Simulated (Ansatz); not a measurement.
# Squeezing and shearing amorphous Si (132 atoms), part 3 of 3

Aim: relax amorphous Si (132 atoms), then change its volume and shape to read moduli from the stress.

Ansatz 0.2.0; Kohn-Sham DFT, LDA, PAW (set soft_2), plane waves.

The cell: 132 Si. The quench rate of 20 K/ps is many orders above laboratory rates. The starting topology of bonds comes from the classical model. Only the Γ point is sampled.

So far. Step 8 (Volume +6 %): The relaxation converged after 5 steps, 0.395 eV below its start, with a largest force component of 0.038 eV/Å. Step 8 (Volume +6 %): Volume +6 %: the energy stands 2.02 eV above that of the reference, at a pressure of -3.97 GPa.

## Step 9: Volume -10 %

The relaxed cell is scaled to another volume.

Contents of input.yaml:

```yaml
crystal:
  lattice:
    - [13.14768, 0.11544, -0.01888]
    - [0.11544, 13.43648, 0.20865]
    - [-0.01888, 0.20865, 13.25665]
  atoms:
    [... the 132 atom lines of step 4 ...]
kpoints:
  mp_grid: { grid: [1, 1, 1] }
hamiltonian:
  xc: lda
scf:
  occupations: { method: gaussian, width: 0.05 }
output:
  forces: true
  eigenvalues: true
  stress: true
relax:
  f_tol: 0.05
  max_steps: 70
```

Started as:

```
$ ansatz run input.yaml --threads 4 --pin off --max-ram 8192MiB --backend cpu --events-out ev --progress --plain --runs-dir out
```

Numbers of over 12 decimals in the logs are rounded to 6 here.

What it wrote:

```text
[...]
Crystal: 132 atoms, lattice volume = 2341.146 Å³
Basis set: ecut = 420 eV, 45737 PW (Γ)
Bands: 396, of which v1, the nominal top of the filled ones, is band 264 counted from 1 (263 counted from 0)
Symmetry: 1 space group operations
[...]
k-points: 1
[...]
SCF iter   1: F=—  HF=-80306.906271 eV  |F-HF|=—  |Δ(HF+E_count)|=         —  Δρ=5.11e-3  dr2=1.31e0  ethr=1.77e-3  ⟨swp⟩=6.0  Hψ=1838  notcnv=0  defer=71
[...]
SCF iter   5: F=-80306.625784 eV  HF=-80306.625806 eV  |F-HF|=2.13e-5  |Δ(HF+E_count)|=   9.96e-5  Δρ=3.36e-5  dr2=5.98e-5  ethr=1.84e-7  ⟨swp⟩=2.0  Hψ=397  notcnv=0  defer=123
SCF iter   6: F=-80306.625808 eV  HF=-80306.625809 eV  |F-HF|=1.73e-6  |Δ(HF+E_count)|=   3.53e-6  Δρ=1.00e-5  dr2=5.46e-6  ethr=1.13e-8  ⟨swp⟩=12.0  Hψ=2597  notcnv=0
SCF 1 converged in 6 iterations: F = -80306.625808 eV  dr2 = 5.46e-6
[...]
relax step   1: F+E_penalty+E_count = -80306.62580761 eV  Δ(F+E_penalty+E_count) = +0.000e0 eV  max|allowed force component| = 8.016e-1 eV/Å  Δτ_max = 0.0000 Å  (6 SCF iters, dr2 threshold 6.25e-5 eV, accepted)
[...]
relax step   2: F+E_penalty+E_count = -80307.85475321 eV  Δ(F+E_penalty+E_count) = -1.229e0 eV  max|allowed force component| = 4.048e-1 eV/Å  Δτ_max = 0.1007 Å  (6 SCF iters, dr2 threshold 4.02e-5 eV, accepted)
[...]
relax step   3: F+E_penalty+E_count = -80308.59654816 eV  Δ(F+E_penalty+E_count) = -7.418e-1 eV  max|allowed force component| = 2.398e-1 eV/Å  Δτ_max = 0.1947 Å  (8 SCF iters, dr2 threshold 1.02e-5 eV, accepted)
relax step   4: F+E_penalty+E_count = -80308.81239884 eV  Δ(F+E_penalty+E_count) = -2.159e-1 eV  max|allowed force component| = 2.168e-1 eV/Å  Δτ_max = 0.1307 Å  (7 SCF iters, dr2 threshold 1.47e-5 eV, accepted)
relax step   5: F+E_penalty+E_count = -80308.94039587 eV  Δ(F+E_penalty+E_count) = -1.280e-1 eV  max|allowed force component| = 2.348e-1 eV/Å  Δτ_max = 0.1758 Å  (6 SCF iters, dr2 threshold 1.65e-5 eV, accepted)
relax step   6: F+E_penalty+E_count = -80309.02525857 eV  Δ(F+E_penalty+E_count) = -8.486e-2 eV  max|allowed force component| = 1.595e-1 eV/Å  Δτ_max = 0.0803 Å  (6 SCF iters, dr2 threshold 4.51e-5 eV, accepted)
relax step   7: F+E_penalty+E_count = -80309.09586781 eV  Δ(F+E_penalty+E_count) = -7.061e-2 eV  max|allowed force component| = 1.221e-1 eV/Å  Δτ_max = 0.0559 Å  (6 SCF iters, dr2 threshold 1.18e-5 eV, accepted)
relax step   8: F+E_penalty+E_count = -80309.17558700 eV  Δ(F+E_penalty+E_count) = -7.972e-2 eV  max|allowed force component| = 1.732e-1 eV/Å  Δτ_max = 0.1256 Å  (6 SCF iters, dr2 threshold 6.88e-6 eV, accepted)
relax step   9: F+E_penalty+E_count = -80309.24401855 eV  Δ(F+E_penalty+E_count) = -6.843e-2 eV  max|allowed force component| = 2.138e-1 eV/Å  Δτ_max = 0.1575 Å  (6 SCF iters, dr2 threshold 1.76e-5 eV, accepted)
relax step  10: F+E_penalty+E_count = -80309.31603312 eV  Δ(F+E_penalty+E_count) = -7.201e-2 eV  max|allowed force component| = 4.824e-1 eV/Å  Δτ_max = 0.1785 Å  (6 SCF iters, dr2 threshold 4.57e-5 eV, accepted)
relax step  11: F+E_penalty+E_count = -80309.40798932 eV  Δ(F+E_penalty+E_count) = -9.196e-2 eV  max|allowed force component| = 2.033e-1 eV/Å  Δτ_max = 0.0766 Å  (6 SCF iters, dr2 threshold 1.00e-4 eV, accepted)
relax step  12: F+E_penalty+E_count = -80309.45614898 eV  Δ(F+E_penalty+E_count) = -4.816e-2 eV  max|allowed force component| = 3.837e-1 eV/Å  Δτ_max = 0.1916 Å  (6 SCF iters, dr2 threshold 7.34e-6 eV, accepted)
relax step  13: F+E_penalty+E_count = -80309.47883539 eV  Δ(F+E_penalty+E_count) = -2.269e-2 eV  max|allowed force component| = 2.741e-1 eV/Å  Δτ_max = 0.0954 Å  (6 SCF iters, dr2 threshold 2.61e-5 eV, accepted)
relax step  14: F+E_penalty+E_count = -80309.50644287 eV  Δ(F+E_penalty+E_count) = -2.761e-2 eV  max|allowed force component| = 8.346e-2 eV/Å  Δτ_max = 0.0629 Å  (6 SCF iters, dr2 threshold 3.84e-5 eV, accepted)
[...]
relax step  15: F+E_penalty+E_count = -80309.51514402 eV  Δ(F+E_penalty+E_count) = -8.701e-3 eV  max|allowed force component| = 3.526e-2 eV/Å  Δτ_max = 0.0249 Å  (6 SCF iters, accepted)
SCF converged after 6 iterations
Free energy (F): -80309.515144 eV
[...]
Internal energy: -80309.514972 eV  (E = F + TS)
E sigma→0 (E₀):  -80309.515058 eV
Entropy (-TS):   -0.000172 eV (-0.001 meV/atom)
Fermi energy:    7.578153 eV
[...]
Σ components = -80309.515144   (vs F -80309.515144, Δ=0.00e0)
--- Forces (eV/Å), atoms counted from 1 ---
  atom   1  Si    -0.00089314     0.01188719     0.02001206
  atom   2  Si     0.00668236     0.00343840     0.01301536
  atom   3  Si    -0.01754392    -0.01161671     0.00027484
  atom   4  Si    -0.01335795    -0.00021450     0.00472889
[...]
atom 132  Si    -0.01451894     0.01247510     0.00437549
  max |Σ_I F_I| component: 4.13e-5 eV/Å
--- Stress (GPa, compression-positive) ---
        7.742138       0.023807       0.280324
        0.023807       8.223699      -0.719101
        0.280324      -0.719101       8.310768
  P = ⅓ Tr σ = 8.0922 GPa (80.922 kbar)
--- Band table (eV) ---
[...]
--- Relaxed structure (15 steps of the walk, 15 accepted, 0 SCFs on fresh bases) ---
  F+E_penalty+E_count = -80309.51514402 eV   max|allowed force component| = 3.526e-2 eV/Å
  atoms:
    - { symbol: Si, position: [0.098581, 0.189169, 0.363169] }
    - { symbol: Si, position: [0.109540, 1.005205, 0.792031] }
    - { symbol: Si, position: [0.178697, 0.144709, 0.160033] }
    - { symbol: Si, position: [0.226798, 0.306546, 0.149885] }
[...]
- { symbol: Si, position: [0.280770, 0.379917, 0.716901] }
```

Elapsed: 7.8 min, on 4 threads of Arm Neoverse V1, shared host; peak memory 2.5 GiB; 30 min of CPU time.

The relaxation converged after 15 steps, 2.89 eV below its start, with a largest force component of 0.035 eV/Å.

Volume -10 %: the energy stands 6.07 eV above that of the reference, at a pressure of 8.09 GPa.

## Step 10: Stretched by 1 % along x

The relaxed cell is strained along x alone, which gives the stiffness along x and its coupling to y and z.

input.yaml, the sections that differ from step 9:

```yaml
crystal:
  lattice:
    - [13.75381, 0.11957, -0.01956]
    - [0.12077, 13.91676, 0.21611]
    - [-0.01976, 0.21611, 13.7305]
  atoms:
    [... the 132 atom lines of step 4 ...]
# kpoints, hamiltonian, scf, output, relax: as in step 9
```

What it wrote:

```text
[...]
Crystal: 132 atoms, lattice volume = 2627.287 Å³
Basis set: ecut = 420 eV, 51319 PW (Γ)
Bands: 396, of which v1, the nominal top of the filled ones, is band 264 counted from 1 (263 counted from 0)
Symmetry: 1 space group operations
[...]
k-points: 1
[...]
SCF iter   1: F=—  HF=-80315.674723 eV  |F-HF|=—  |Δ(HF+E_count)|=         —  Δρ=4.64e-3  dr2=1.11e0  ethr=1.77e-3  ⟨swp⟩=6.0  Hψ=1829  notcnv=0  defer=66
[...]
SCF iter   6: F=-80315.450781 eV  HF=-80315.450783 eV  |F-HF|=2.08e-6  |Δ(HF+E_count)|=   3.85e-7  Δρ=6.29e-6  dr2=4.04e-6  ethr=7.89e-9  ⟨swp⟩=12.0  Hψ=2474  notcnv=0
SCF 1 converged in 6 iterations: F = -80315.450781 eV  dr2 = 4.04e-6
[...]
relax step   1: F+E_penalty+E_count = -80315.45078092 eV  Δ(F+E_penalty+E_count) = +0.000e0 eV  max|allowed force component| = 1.393e-1 eV/Å  Δτ_max = 0.0000 Å  (6 SCF iters, dr2 threshold 6.25e-5 eV, accepted)
[...]
relax step   2: F+E_penalty+E_count = -80315.48547876 eV  Δ(F+E_penalty+E_count) = -3.470e-2 eV  max|allowed force component| = 5.973e-2 eV/Å  Δτ_max = 0.0174 Å  (6 SCF iters, accepted)
[...]
relax step   3: F+E_penalty+E_count = -80315.49313981 eV  Δ(F+E_penalty+E_count) = -7.661e-3 eV  max|allowed force component| = 2.554e-2 eV/Å  Δτ_max = 0.0159 Å  (6 SCF iters, accepted)
SCF converged after 6 iterations
Free energy (F): -80315.493140 eV
[...]
Internal energy: -80315.491318 eV  (E = F + TS)
E sigma→0 (E₀):  -80315.492229 eV
Entropy (-TS):   -0.001822 eV (-0.014 meV/atom)
Fermi energy:    6.428660 eV
[...]
--- Forces (eV/Å), atoms counted from 1 ---
  atom   1  Si     0.00635256    -0.00843578    -0.00126550
  atom   2  Si    -0.00743277    -0.00042347    -0.00483375
  atom   3  Si     0.00655751     0.00851008    -0.00123011
  atom   4  Si    -0.00456015     0.00077086     0.00579466
  atom   5  Si    -0.00107052    -0.00024070     0.00183103
  atom   6  Si    -0.00214444     0.00763247     0.00083979
  atom   7  Si     0.00437275     0.00477058     0.00282667
  atom   8  Si     0.00457109    -0.00677706    -0.00056505
  atom   9  Si     0.00139495     0.00336668     0.01013106
  atom  10  Si    -0.00413442     0.00600910     0.00731535
  atom  11  Si    -0.00412662     0.00081195     0.00642178
  atom  12  Si     0.00041377     0.00101702    -0.00732250
  atom  13  Si     0.00050186    -0.00143592    -0.00402660
  atom  14  Si    -0.00308464    -0.00314490    -0.00302306
[...]
atom 131  Si     0.01135440     0.00667465    -0.00834950
  atom 132  Si    -0.00031500     0.00307711     0.00130609
  max |Σ_I F_I| component: 5.62e-5 eV/Å
--- Stress (GPa, compression-positive) ---
       -1.210568       0.001353      -0.000693
        0.001353      -0.490313      -0.005038
       -0.000693      -0.005038      -0.518026
  P = ⅓ Tr σ = -0.7396 GPa (-7.396 kbar)
--- Band table (eV) ---
[...]
--- Relaxed structure (3 steps of the walk, 3 accepted, 0 SCFs on fresh bases) ---
  F+E_penalty+E_count = -80315.49313981 eV   max|allowed force component| = 2.554e-2 eV/Å
  atoms:
    - { symbol: Si, position: [0.100001, 0.189328, 0.363829] }
    - { symbol: Si, position: [0.104199, 0.999824, 0.790477] }
    - { symbol: Si, position: [0.178410, 0.142147, 0.147937] }
    - { symbol: Si, position: [0.226512, 0.301715, 0.138360] }
[...]
- { symbol: Si, position: [0.278021, 0.373010, 0.715845] }
```

The job ended after 1.8 min (4 threads; peak memory 2.8 GiB).

The relaxation converged after 3 steps, 0.0424 eV below its start, with a largest force component of 0.026 eV/Å.

Stretched by 1 % along x: the energy stands 0.0966 eV above that of the reference, at a pressure of -0.740 GPa.

## Step 11: Pressure against volume

Atoms are relaxed at each volume, in the scaled cell.

```csv
volume change (%),volume (Å³/atom),energy change (meV/atom),pressure (GPa),largest move on relaxing (Å),bonds,gap (eV)
-10,17.736,46.02,8.09,1.19,274,0.242
-6,18.524,17.80,4.89,0.29,268,0.204
-3,19.115,4.43,2.45,0.06,267,0.232
+0,19.707,0.00,0.01,-,267,0.207
+3,20.298,3.99,-2.14,0.06,267,0.184
+6,20.889,15.28,-3.97,0.14,266,0.169
```

## Step 12: Uniaxial strain and shear

Stress (GPa, compression positive) less that of the relaxed cell, atoms relaxed:

| strain | xx | yy | zz | xy | energy change (meV/atom) |
| --- | --- | --- | --- | --- | --- |
| stretched by 1 % along x | -1.222 | -0.496 | -0.520 | 0.017 | 0.73 |

## Step 13: What came out

The bulk modulus, from the slope of pressure against ln V over the three points nearest the relaxed volume, is 76.5 GPa; between neighbouring points the slope runs 74, 77, 80, 72 and 64 GPa from the smallest volume up, without a steady fall, so no pressure derivative is given. The count of bonds runs from 266 to 274 over the series, so at some points contacts cross the cutoffs. At -10 % some atom moved by over 0.5 Å on relaxing, so that point may sit in another local minimum. The gap goes from 0.242 eV at the smallest volume to 0.169 eV at the largest, -0.4 eV per unit of ln V by a straight line, not monotonically (lowest 0.169, highest 0.242 eV), on the run's k-points.

**Limits.** Strains are finite and relaxations stop at the force tolerance of the input, which can leave moduli too stiff; they are those of a static cell at zero temperature. Volumes are changed with the cell's shape held, so in an anisotropic solid the modulus lies over the one under free hydrostatic load. The program notes that the SCF threshold of the relaxations is loose for the stress.

The DFT runs together took 28 min of wall time.

[Logs are printed without paths, hosts, clocks, repeated set-up lines and the standing remarks that a program may print on its own settings, such as how far it seeks lower states.]

[Hosts, paths, dates, database ids (printed as entryN), source tags and the programs' standing remarks are cut or masked in the printed files.]
